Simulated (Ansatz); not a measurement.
# Direct or indirect: ZnS (F-43m)

```cif
data_structure
_symmetry_space_group_name_H-M 'F-43m'
_symmetry_Int_Tables_number 216
_cell_length_a 5.4040
_cell_length_b 5.4040
_cell_length_c 5.4040
_cell_angle_alpha 90.000
_cell_angle_beta 90.000
_cell_angle_gamma 90.000
_cell_volume 157.81
loop_
_atom_site_label
_atom_site_type_symbol
_atom_site_symmetry_multiplicity
_atom_site_Wyckoff_symbol
_atom_site_fract_x
_atom_site_fract_y
_atom_site_fract_z
_atom_site_occupancy
Zn1 Zn 4 c 0.25000 0.25000 0.25000 1
S1 S 4 a 0.00000 0.00000 0.00000 1
```

Method: Ansatz, PBE, independent particles, without spin-orbit coupling, line width 0.1 eV (Gaussian). The band structure gives a fundamental gap of 2.11 eV. The spectrum of vertical transitions near the edge:

```json
{"E (eV)": "1.62", "Im ε, E ∥ xyz": "0.00"}
{"E (eV)": "1.74", "Im ε, E ∥ xyz": "0.00"}
{"E (eV)": "1.86", "Im ε, E ∥ xyz": "0.00"}
{"E (eV)": "1.98", "Im ε, E ∥ xyz": "0.01"}
{"E (eV)": "2.10", "Im ε, E ∥ xyz": "0.14"}
{"E (eV)": "2.22", "Im ε, E ∥ xyz": "0.45"}
{"E (eV)": "2.34", "Im ε, E ∥ xyz": "0.67"}
{"E (eV)": "2.46", "Im ε, E ∥ xyz": "0.80"}
{"E (eV)": "2.58", "Im ε, E ∥ xyz": "0.91"}
{"E (eV)": "2.70", "Im ε, E ∥ xyz": "1.00"}
{"E (eV)": "2.82", "Im ε, E ∥ xyz": "1.10"}
{"E (eV)": "2.94", "Im ε, E ∥ xyz": "1.17"}
{"E (eV)": "3.06", "Im ε, E ∥ xyz": "1.27"}
{"E (eV)": "3.18", "Im ε, E ∥ xyz": "1.37"}
{"E (eV)": "3.30", "Im ε, E ∥ xyz": "1.48"}
{"E (eV)": "3.42", "Im ε, E ∥ xyz": "1.60"}
```

Problem. Is the gap direct or indirect, and about where do vertical transitions set in?

Solution. Direct: the band path has its least direct gap at the fundamental one, 2.11 eV, and the curves rise from there. Lines are broadened by 0.1 eV, which spreads the edge.

[Logs are printed without paths, hosts, clocks, repeated set-up lines and the standing remarks that a program may print on its own settings, such as how far it seeks lower states.]
